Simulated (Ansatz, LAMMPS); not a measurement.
# Amorphous 37HfO2-63TiO2 (mol %) (90 atoms): geometry optimisation, part 3 of 3

How does amorphous 37HfO2-63TiO2 (mol %) (90 atoms) relax, and what do bonds, charges and levels look like afterwards?

Ansatz 0.2.0; Kohn-Sham DFT, PBE, PAW (set soft_2), plane waves.

The cell: 11 Hf, 19 Ti and 60 O. The quench rate of 200 K/ps far exceeds what a furnace or splat quench reaches. The network of bonds at the start is that of the classical potential that made the cell. The Brillouin zone is sampled at Γ only, in a cell whose shortest periodic width is 11 Å. No spin–orbit coupling is included.

So far. Step 4 (Relaxation): The relaxation changed the energy by -37.4 meV/atom, and atoms moved by 0.15 Å r.m.s., 0.46 Å at most.

### 6. Single point at the relaxed geometry

The electronic structure is read at the final geometry, in a run of its own.

Contents of input.yaml:

```yaml
crystal:
  lattice:
    - [10.61811, 0.0, 0.0]
    - [0.0, 10.61811, 0.0]
    - [0.0, 0.0, 10.61811]
  atoms:
    - { symbol: Hf, position: [0.51061, 0.85285, 0.35668] }
    - { symbol: Hf, position: [0.0847, 0.96958, 0.21193] }
    - { symbol: Hf, position: [0.37994, 0.69653, 0.82479] }
    - { symbol: Hf, position: [0.42101, 0.17917, 0.51689] }
    - { symbol: Hf, position: [0.57958, 0.79086, 0.04284] }
    - { symbol: Hf, position: [0.69832, 0.70432, 0.64754] }
    - { symbol: Hf, position: [0.25538, 0.87389, 0.53351] }
    - { symbol: Hf, position: [0.47043, 0.56119, 0.46685] }
    - { symbol: Hf, position: [0.61385, 0.30604, 0.20772] }
    - { symbol: Hf, position: [0.01314, 0.69725, 0.73644] }
    - { symbol: Hf, position: [0.22352, 0.13147, 0.78573] }
    - { symbol: Ti, position: [0.96981, 0.97025, 0.93481] }
    - { symbol: Ti, position: [0.69048, 0.57538, 0.22572] }
    - { symbol: Ti, position: [0.41872, 0.4143, 0.7303] }
    - { symbol: Ti, position: [0.34335, 0.97236, 0.06133] }
    - { symbol: Ti, position: [0.37085, 0.50068, 0.06628] }
    - { symbol: Ti, position: [0.9014, 0.31438, 0.29563] }
    - { symbol: Ti, position: [0.90563, 0.26621, 0.82034] }
    - { symbol: Ti, position: [0.12163, 0.38911, 0.62961] }
    - { symbol: Ti, position: [0.83564, 0.55672, 0.94054] }
    - { symbol: Ti, position: [0.30361, 0.23249, 0.25588] }
    - { symbol: Ti, position: [0.92754, 0.74661, 0.39507] }
    - { symbol: Ti, position: [0.0526, 0.10944, 0.48256] }
    - { symbol: Ti, position: [0.7247, 0.03186, 0.51977] }
    - { symbol: Ti, position: [0.12895, 0.70992, 0.03067] }
    - { symbol: Ti, position: [0.69674, 0.35499, 0.56409] }
    - { symbol: Ti, position: [0.79924, 0.00807, 0.20803] }
    - { symbol: Ti, position: [0.51783, 0.94038, 0.75087] }
    - { symbol: Ti, position: [0.16598, 0.53068, 0.32664] }
    - { symbol: Ti, position: [0.52169, 0.17866, 0.89922] }
    - { symbol: O, position: [0.87516, 0.73452, 0.56807] }
    - { symbol: O, position: [0.87718, 0.11108, 0.87422] }
    - { symbol: O, position: [0.57859, 0.21212, 0.05271] }
    - { symbol: O, position: [0.5804, 0.75402, 0.80559] }
    - { symbol: O, position: [0.65561, 0.91578, 0.634] }
    - { symbol: O, position: [0.47018, 0.92546, 0.16831] }
    - { symbol: O, position: [0.79559, 0.29955, 0.68697] }
    - { symbol: O, position: [0.71522, 0.63853, 0.04439] }
    - { symbol: O, position: [0.47023, 0.22239, 0.31019] }
    - { symbol: O, position: [0.60054, 0.47788, 0.34557] }
    - { symbol: O, position: [0.81637, 0.64807, 0.315] }
    - { symbol: O, position: [0.35657, 0.48933, 0.88389] }
    - { symbol: O, position: [0.03279, 0.2639, 0.55266] }
    - { symbol: O, position: [0.18963, 0.71736, 0.86447] }
    - { symbol: O, position: [0.04034, 0.50724, 0.71792] }
    - { symbol: O, position: [0.00892, 0.15512, 0.31879] }
    - { symbol: O, position: [0.13304, 0.01494, 0.90397] }
    - { symbol: O, position: [0.25699, 0.21982, 0.42267] }
    - { symbol: O, position: [0.18312, 0.04863, 0.61938] }
    - { symbol: O, position: [0.23063, 0.85797, 0.11548] }
    - { symbol: O, position: [0.08047, 0.25864, 0.79755] }
    - { symbol: O, position: [0.41132, 0.58201, 0.66321] }
    - { symbol: O, position: [0.42635, 0.09571, 0.70019] }
    - { symbol: O, position: [0.37029, 0.84565, 0.69352] }
    - { symbol: O, position: [0.42817, 0.88571, 0.92562] }
    - { symbol: O, position: [0.54232, 0.32464, 0.80306] }
    - { symbol: O, position: [0.24539, 0.08863, 0.17485] }
    - { symbol: O, position: [0.94026, 0.05312, 0.11044] }
    - { symbol: O, position: [0.89298, 0.04667, 0.5309] }
    - { symbol: O, position: [0.81656, 0.62624, 0.7857] }
    - { symbol: O, position: [0.57616, 0.71736, 0.22418] }
    - { symbol: O, position: [0.71521, 0.92132, 0.09357] }
    - { symbol: O, position: [0.81694, 0.35271, 0.43723] }
    - { symbol: O, position: [0.14029, 0.95729, 0.39738] }
    - { symbol: O, position: [0.6281, 0.17743, 0.52521] }
    - { symbol: O, position: [0.93849, 0.85189, 0.82] }
    - { symbol: O, position: [0.53013, 0.45983, 0.11383] }
    - { symbol: O, position: [0.85161, 0.38555, 0.93218] }
    - { symbol: O, position: [0.68243, 0.95713, 0.36947] }
    - { symbol: O, position: [0.59026, 0.72019, 0.48274] }
    - { symbol: O, position: [0.04289, 0.41169, 0.27906] }
    - { symbol: O, position: [0.16287, 0.48422, 0.49596] }
    - { symbol: O, position: [0.36127, 0.75182, 0.42493] }
    - { symbol: O, position: [0.91587, 0.89603, 0.30084] }
    - { symbol: O, position: [0.07547, 0.68233, 0.34509] }
    - { symbol: O, position: [0.28592, 0.30868, 0.68668] }
    - { symbol: O, position: [0.34032, 0.51311, 0.33696] }
    - { symbol: O, position: [0.75922, 0.17891, 0.24835] }
    - { symbol: O, position: [0.42961, 0.66936, 0.01398] }
    - { symbol: O, position: [0.12793, 0.76401, 0.60772] }
    - { symbol: O, position: [0.78135, 0.41509, 0.19131] }
    - { symbol: O, position: [0.01308, 0.83983, 0.06973] }
    - { symbol: O, position: [0.48459, 0.37095, 0.55187] }
    - { symbol: O, position: [0.99173, 0.61503, 0.96667] }
    - { symbol: O, position: [0.60979, 0.03779, 0.85942] }
    - { symbol: O, position: [0.4219, 0.99458, 0.45728] }
    - { symbol: O, position: [0.20924, 0.59193, 0.12926] }
    - { symbol: O, position: [0.3565, 0.13026, 0.93824] }
    - { symbol: O, position: [0.29546, 0.35375, 0.13651] }
    - { symbol: O, position: [0.66342, 0.52281, 0.60276] }
kpoints:
  mp_grid: { grid: [1, 1, 1] }
hamiltonian:
  xc: pbe
scf:
  occupations: { method: fixed }
output:
  forces: true
  stress: true
  populations: true
  dos:
    method: { smearing: { sigma: 0.15 } }
    de: 0.1
    projected: { site_lists: { Hf: [Hf], O: [O], Ti: [Ti] } }
  eigenvalues: true
  write_density: true
  write_potential: true
  volumetric_format: npy
  elf: true
```

Started as:

```bash
$ ansatz run input.yaml --threads 4 --pin off --max-ram 8192MiB --backend cpu --events-out ev --progress --plain --runs-dir out
```

Numbers of over 12 decimals in the logs are rounded to 6 here.

The program printed:

```text
[...]
Crystal: 90 atoms, lattice volume = 1197.131 Å³
Basis set: ecut = 420 eV, 23439 PW (Γ), exchange–correlation on 144×144×144 points (8 copies of the dense FFT grid, shifted against one another)
Bands: 527, of which v1, the nominal top of the filled ones, is band 437 counted from 1 (436 counted from 0)
Symmetry: 1 space group operations
[...]
k-points: 1
[...]
SCF iter   1: F=—  HF=-254602.947890 eV  |F-HF|=—  |Δ(HF+E_count)|=         —  Δρ=4.10e-3  dr2=2.45e-1  ethr=1.77e-3  ⟨swp⟩=3.0  Hψ=1582  notcnv=0  defer=82
[...]
SCF iter  12: F=-254602.946715 eV  HF=-254602.946715 eV  |F-HF|=9.34e-9  |Δ(HF+E_count)|=   6.18e-8  Δρ=1.88e-6  dr2=5.30e-8  ethr=1.14e-11  ⟨swp⟩=16.0  Hψ=3859  notcnv=0
SCF 1 converged in 12 iterations: F = -254602.946715 eV  dr2 = 5.30e-8
[...]
SCF converged after 12 iterations
Free energy (F): -254602.946715 eV
[...]
Internal energy: -254602.946715 eV  (E = F + TS)
E sigma→0 (E₀):  -254602.946715 eV
Fermi energy:    7.621012 eV
[...]
--- Forces (eV/Å), atoms counted from 1 ---
  atom   1  Hf    -0.01400777     0.00992498    -0.00119627
  atom   2  Hf     0.01686824    -0.00845113    -0.01931015
  atom   3  Hf    -0.00342109     0.00136480     0.02233307
  atom   4  Hf     0.01133392    -0.00692752     0.01184178
  atom   5  Hf    -0.01346952    -0.00081346    -0.01249925
  atom   6  Hf    -0.02503571    -0.01273564    -0.02364052
  atom   7  Hf     0.00995996     0.01315508     0.00634429
  atom   8  Hf     0.00935050     0.01348696     0.01975689
  atom   9  Hf    -0.01106735    -0.01240345    -0.00521943
  atom  10  Hf     0.00420178    -0.00188927     0.00203940
  atom  11  Hf     0.00628741    -0.00575238     0.00283786
  atom  12  Ti     0.00316505    -0.00728637    -0.00453756
  atom  13  Ti    -0.00858136     0.00540495    -0.00951082
  atom  14  Ti     0.01796148     0.00532666     0.01361955
[...]
atom  89  O     -0.00436995     0.00054898     0.00398029
  atom  90  O      0.00426847     0.00977083     0.00509465
  max |Σ_I F_I| component: 6.78e-5 eV/Å
--- Stress (GPa, compression-positive) ---
       -1.905018       1.616516      -0.101483
        1.616516      -1.794674       1.372522
       -0.101482       1.372522      -2.708728
  P = ⅓ Tr σ = -2.1361 GPa (-21.361 kbar)
--- Band table (eV) ---
[...]
--- Löwdin populations: 90 sites ---
  site symbol       q [e]
     0     Hf     24.5332
     1     Hf     24.5903
     2     Hf     24.5706
[...]
89      O      6.6402
  spilling = 0.003089 (of n_electrons = 874.000000)
```

Run time: 30 s. Hardware: 4 threads of Arm Neoverse V2, shared host; peak memory 1.9 GiB; 1.9 min of CPU time.

Numbers from this run:

```
free energy                                      : -254602.9467 eV
free energy per atom                             : -2828.9216 eV/atom
SCF cycles                                       : 12
pressure                                         : -2.136 GPa
r.m.s. force component                           : 0.0083 eV/Å
longest force                                    : 0.03671 eV/Å
Fermi energy                                     : 7.621 eV
gap (highest filled to lowest empty level) : 2.832 eV
spilling of the projection                       : 0.003089
```

Löwdin charges by element and coordination (they lack the spilled electrons, 0.030 e an atom on average):

```tsv
element	coordination	atoms	mean charge (e)	spread	least	most
Hf	all	11	1.45	0.0193	1.41	1.47
Hf	6	5	1.45	0.0168	1.43	1.47
Hf	7	6	1.45	0.021	1.41	1.47
O	all	60	-0.646	0.0459	-0.737	-0.541
O	2	20	-0.598	0.0309	-0.648	-0.541
O	3	35	-0.664	0.0272	-0.711	-0.592
O	4	5	-0.710	0.0258	-0.737	-0.678
Ti	all	19	1.34	0.0228	1.30	1.39
Ti	4	5	1.35	0.0073	1.34	1.36
Ti	5	11	1.34	0.0289	1.30	1.39
Ti	6	3	1.35	0.0082	1.34	1.36
```

States in the cell by windows of 1 eV, zero at the Fermi level; the larger projections on atomic orbitals stand beside the total:

```tsv
from (eV)	to (eV)	total	O p	Ti d	Hf d
-10	-9	8.0	0.0	0.0	0.0
-9	-6	0.0	0.0	0.0	0.0
-6	-5	0.1	0.1	0.0	0.0
-5	-4	37.7	26.4	4.7	3.9
-4	-3	93.1	66.9	15.4	6.8
-3	-2	78.6	61.7	9.8	3.8
-2	-1	84.7	72.9	6.5	2.8
-1	0	64.4	59.2	2.7	1.2
0	1	1.5	1.4	0.1	0.0
1	2	0.0	0.0	0.0	0.0
2	3	11.0	1.0	9.3	0.4
3	4	61.8	7.7	48.7	2.9
4	5	60.5	10.2	38.3	7.5
```

With fixed occupations the program's Fermi level is the highest filled level; weight inside the gap is the broadening of levels at its edges.

Between -26 and -10 eV lie 266 more states.

The stored curve holds about 634 of the 874 electrons; the rest, give or take the few that broadening carries across the Fermi level, lie in deeper levels below its range.

The levels nearest the highest filled one (over half full), pooled over k-points and spins:

```tsv
level less the highest filled one (eV)	occupation
-0.219	2
-0.208	2
-0.138	2
-0.129	2
-0.0817	2
0	2
2.83	0
2.89	0
2.95	0
2.97	0
3.00	0
3.02	0
```

Valence density in the ac plane at fractional y = 0.704, with atoms of Hf and Ti and O within 0.2 Å of it. It is the smooth field of the valence electrons, not physical close to the nuclei.

Values in e/Å³, 13 rows by 16 columns, each cell a mean:
```
 0  1  2  1  0  0  1  1  0  0  0  0  0  0  0  0
 0  0  3  5  1  5 10  1  0  1  0  0  0  0  0  0
 7  1  1  1  1  9 17  2  1  2  1  0  0  0  0  3
21  4  0  0  0  0  1  0  0  0  2  4  1  0  0  8
 2  1  1  0  0  0  0  0  0  0  9 23  4  1  1  1
 0  0  1  0  0  0  0  0  0  1  2  3  1  2  3  0
 0  0  0  0  0  1  1  0  1  5  2  0  0  1  1  0
 1  1  0  0  0  2  1  0  0  1  0  0  0  0  3  3
 2  4  1  0  0  0  0  0  0  0  0  0  1  1  1  1
 0  1  0  0  0  0  0  0  1  4  1  0  0  1  0  0
 0  0  0  0  0  0  0  0  1  3  1  0  0  0  0  0
 0  1  2  0  0  0  0  0  0  0  0  0  0  0  0  0
 0  5  8  1  0  0  2  3  1  1  1  1  0  0  0  0
```
Columns run along a (10.6 Å), rows up along c (10.6 Å). Atoms in or near the plane, at fractional coordinates: Hf at (0.38, 0.82), Hf at (0.70, 0.65), Hf at (0.01, 0.74), Ti at (0.13, 0.03), O at (0.19, 0.86), O at (0.58, 0.22), O at (0.59, 0.48).

ELF in the ac plane at fractional y = 0.704, with atoms of Hf and Ti and O within 0.2 Å of it. It is the smooth field of the valence electrons, not physical close to the nuclei.

Ten even steps from '0' (0.00) to '9' (0.84), each cell a mean:
```
622554221148998410014664100256
521257873013444211100110000135
111697795268631146630001210011
111697794599982489972015652000
873279972599982699983037874126
998214420278731489851125873159
998211000011100145335642331169
874365200000000000389994112137
125898620000000000399995278741
038999620000000133258973699983
026887410011000488743322898984
001232101466311698896202799852
011000015899831697798300122221
267641016999951489985101103775
499984005899851134431026634775
687996101577520011100169973453
799984100011101477741169996201
578741000000015998983137886201
122100000000016985894013543100
000001110000003899972000000000
000011220001110245421232000000
003653110015774111115786300000
016536300048999323227998510001
226427300169989422227997400123
```
Columns run along a (10.6 Å), rows up along c (10.6 Å). Atoms in or near the plane, at fractional coordinates: Hf at (0.38, 0.82), Hf at (0.70, 0.65), Hf at (0.01, 0.74), Ti at (0.13, 0.03), O at (0.19, 0.86), O at (0.58, 0.22), O at (0.59, 0.48).

Mean Löwdin charges: Hf +1.45, O -0.65, Ti +1.34 e (they miss 0.31 % of the electrons, so they add up to more than the cell's charge). The largest share in the top eV of filled states is O p (93 % of the projected weight), and in the lowest eV of empty states Ti d (82 % of the projected weight).

The surroundings of Ti14, picked at random, nearest first, numbered as they follow in the input and with coordinates relative to it.

```tsv
atom	x	y	z	distance (Å)	bonds	Löwdin charge (e)
Ti14	0.00	0.00	0.00	0.00	5	1.30
O56	1.31	-0.95	0.77	1.80	2	-0.61
O76	-1.41	-1.12	-0.46	1.86	4	-0.68
O52	-0.08	1.78	-0.71	1.92	3	-0.67
O42	-0.66	0.80	1.63	1.93	3	-0.67
O83	0.70	-0.46	-1.89	2.07	4	-0.73
O90	2.60	1.15	-1.35	3.15	3	-0.64
Hf3	-0.41	3.00	1.00	3.19	7	1.43
```

The column of bonds counts only the pairs O-Ti within 2.64 Å, O-Hf within 2.88 Å; other neighbours, such as metal atoms beside each other in a compound, aren't counted, and periodic images can show an atom twice.

### 7. Changed: hamiltonian.xc = "pbesol"

PBEsol restores the gradient expansion of exchange for slowly varying densities and usually gives shorter bonds in solids than PBE. Changed here: hamiltonian.xc = "pbesol".

This step: Kohn-Sham DFT, PBEsol, PAW (set soft_2), plane waves (Ansatz 0.2.0).

Contents of input.yaml:

```yaml
crystal:
  lattice:
    - [10.61811, 0.0, 0.0]
    - [0.0, 10.61811, 0.0]
    - [0.0, 0.0, 10.61811]
  atoms:
    [... the 90 atom lines of step 3 ...]
kpoints:
  mp_grid: { grid: [1, 1, 1] }
hamiltonian:
  xc: pbesol
scf:
  occupations: { method: fixed }
output:
  forces: true
  stress: true
  populations: true
  dos:
    method: { smearing: { sigma: 0.1 } }
    de: 0.1
    projected: { site_lists: { Hf: [Hf], O: [O], Ti: [Ti] } }
  eigenvalues: true
```

The program printed:

```text
[...]
Crystal: 90 atoms, lattice volume = 1197.131 Å³
Basis set: ecut = 420 eV, 23439 PW (Γ), exchange–correlation on 144×144×144 points (8 copies of the dense FFT grid, shifted against one another)
Bands: 527, of which v1, the nominal top of the filled ones, is band 437 counted from 1 (436 counted from 0)
Symmetry: 1 space group operations
[...]
k-points: 1
[...]
SCF iter   1: F=—  HF=-252357.108180 eV  |F-HF|=—  |Δ(HF+E_count)|=         —  Δρ=1.62e-2  dr2=2.87e0  ethr=1.77e-3  ⟨swp⟩=3.0  Hψ=1596  notcnv=0  defer=80
[...]
SCF iter  14: F=-252356.489556 eV  HF=-252356.489556 eV  |F-HF|=2.18e-8  |Δ(HF+E_count)|=   1.18e-7  Δρ=1.50e-6  dr2=4.33e-8  ethr=1.14e-11  ⟨swp⟩=12.0  Hψ=2489  notcnv=0
SCF 1 converged in 14 iterations: F = -252356.489556 eV  dr2 = 4.33e-8
[...]
SCF converged after 14 iterations
Free energy (F): -252356.489556 eV
[...]
Internal energy: -252356.489556 eV  (E = F + TS)
E sigma→0 (E₀):  -252356.489556 eV
Fermi energy:    7.702409 eV
[...]
--- Forces (eV/Å), atoms counted from 1 ---
  atom   1  Hf    -0.56416233     0.37842321     0.91764187
  atom   2  Hf    -0.33046220    -0.20598191    -0.33495437
  atom   3  Hf    -0.13820853    -0.50353900     0.72693665
  atom   4  Hf    -1.05543792    -0.27696733     0.23949114
  atom   5  Hf    -0.95319174     0.06779513     0.31611936
  atom   6  Hf    -0.60256342    -0.95105216    -0.86700025
  atom   7  Hf    -0.96638421    -0.75356181     0.23546884
  atom   8  Hf     0.16519857    -0.51563053    -0.30865014
  atom   9  Hf    -0.47387104    -0.34844831    -0.96370605
  atom  10  Hf     1.86121114     0.81215890    -0.74734850
  atom  11  Hf    -0.74527337    -0.72662241     0.14817663
  atom  12  Ti     2.39305113    -0.78945254    -0.46181955
  atom  13  Ti     0.02534290    -0.65847940     0.42574356
  atom  14  Ti    -0.27257226    -0.76236232     0.40621497
[...]
atom  89  O     -0.31620378     0.47943962    -0.38266493
  atom  90  O      0.15723690     1.48235816     0.17692247
  max |Σ_I F_I| component: 8.84e-5 eV/Å
--- Stress (GPa, compression-positive) ---
       -7.804495       1.332867      -0.505096
        1.332867      -6.788859       2.044594
       -0.505096       2.044594      -8.504642
  P = ⅓ Tr σ = -7.6993 GPa (-76.993 kbar)
--- Band table (eV) ---
[...]
--- Löwdin populations: 90 sites ---
  site symbol       q [e]
     0     Hf     24.5513
     1     Hf     24.6157
     2     Hf     24.5494
[...]
89      O      6.6323
  spilling = 0.003229 (of n_electrons = 874.000000)
```

The job ended after 30 s (4 threads; peak memory 1.9 GiB).

Geometry and reference: those of the single point at the start.

Forces differ from those of the single point at the start by 69 meV/Å r.m.s., 11 % of their size; the pressure by -5.1 GPa and the gap by -0.014 eV. It took 1.00 times the reference's time (shared host, so rough).

### 8. Outcome

| Property | Result |
| --- | --- |
| energy change in the relaxation | -37.35 meV/atom |
| r.m.s. displacement | 0.155 Å |
| largest displacement | 0.463 Å |
| free energy per atom | -2828.9216 eV/atom |
| pressure | -2.136 GPa |
| r.m.s. force component | 0.0083 eV/Å |
| gap (highest filled to lowest empty level) | 2.832 eV |
| wall time of the 4 DFT runs | 4 min |

In words: Relaxation lowers the energy by 37.4 meV/atom and moves atoms by 0.15 Å r.m.s.; the r.m.s. force component goes from 0.62 to 0.0083 eV/Å, the pressure goes from -2.6 to -2.1 GPa, and the gap from 2.56 to 2.83 eV. By the final cutoffs 1 of 162 bonded pairs parted and 4 joined. From the first step to the last the energy fell by 3.362 eV, and the largest move was 0.46 Å (O84). The O-Ti bonds change most in mean length: from 1.922 Å (spread 0.160) to 1.938 Å (spread 0.158), and their number from 92 to 93. With the cutoffs above, 55 % of Hf atoms have 7, 58 % of O atoms have 3 and 58 % of Ti atoms have 5 bonded neighbours. Between filled and empty levels lie 2.83 eV (at Γ alone); a semilocal functional tends to put such gaps too low. In a disordered cell it changes from sample to sample, and tail or defect levels can set it.

What to keep in mind: The starting topology of bonds comes from the classical model; in DFT 1 of its 162 bonded pairs passed out of the cutoffs and 4 came within them. The pressure of -2.1 GPa says that the cell would shrink at this level of theory.

[Logs are printed without paths, hosts, clocks, repeated set-up lines and the standing remarks that a program may print on its own settings, such as how far it seeks lower states.]

[Hosts, paths, dates, database ids (printed as entryN), source tags and the programs' standing remarks are cut or masked in the printed files.]
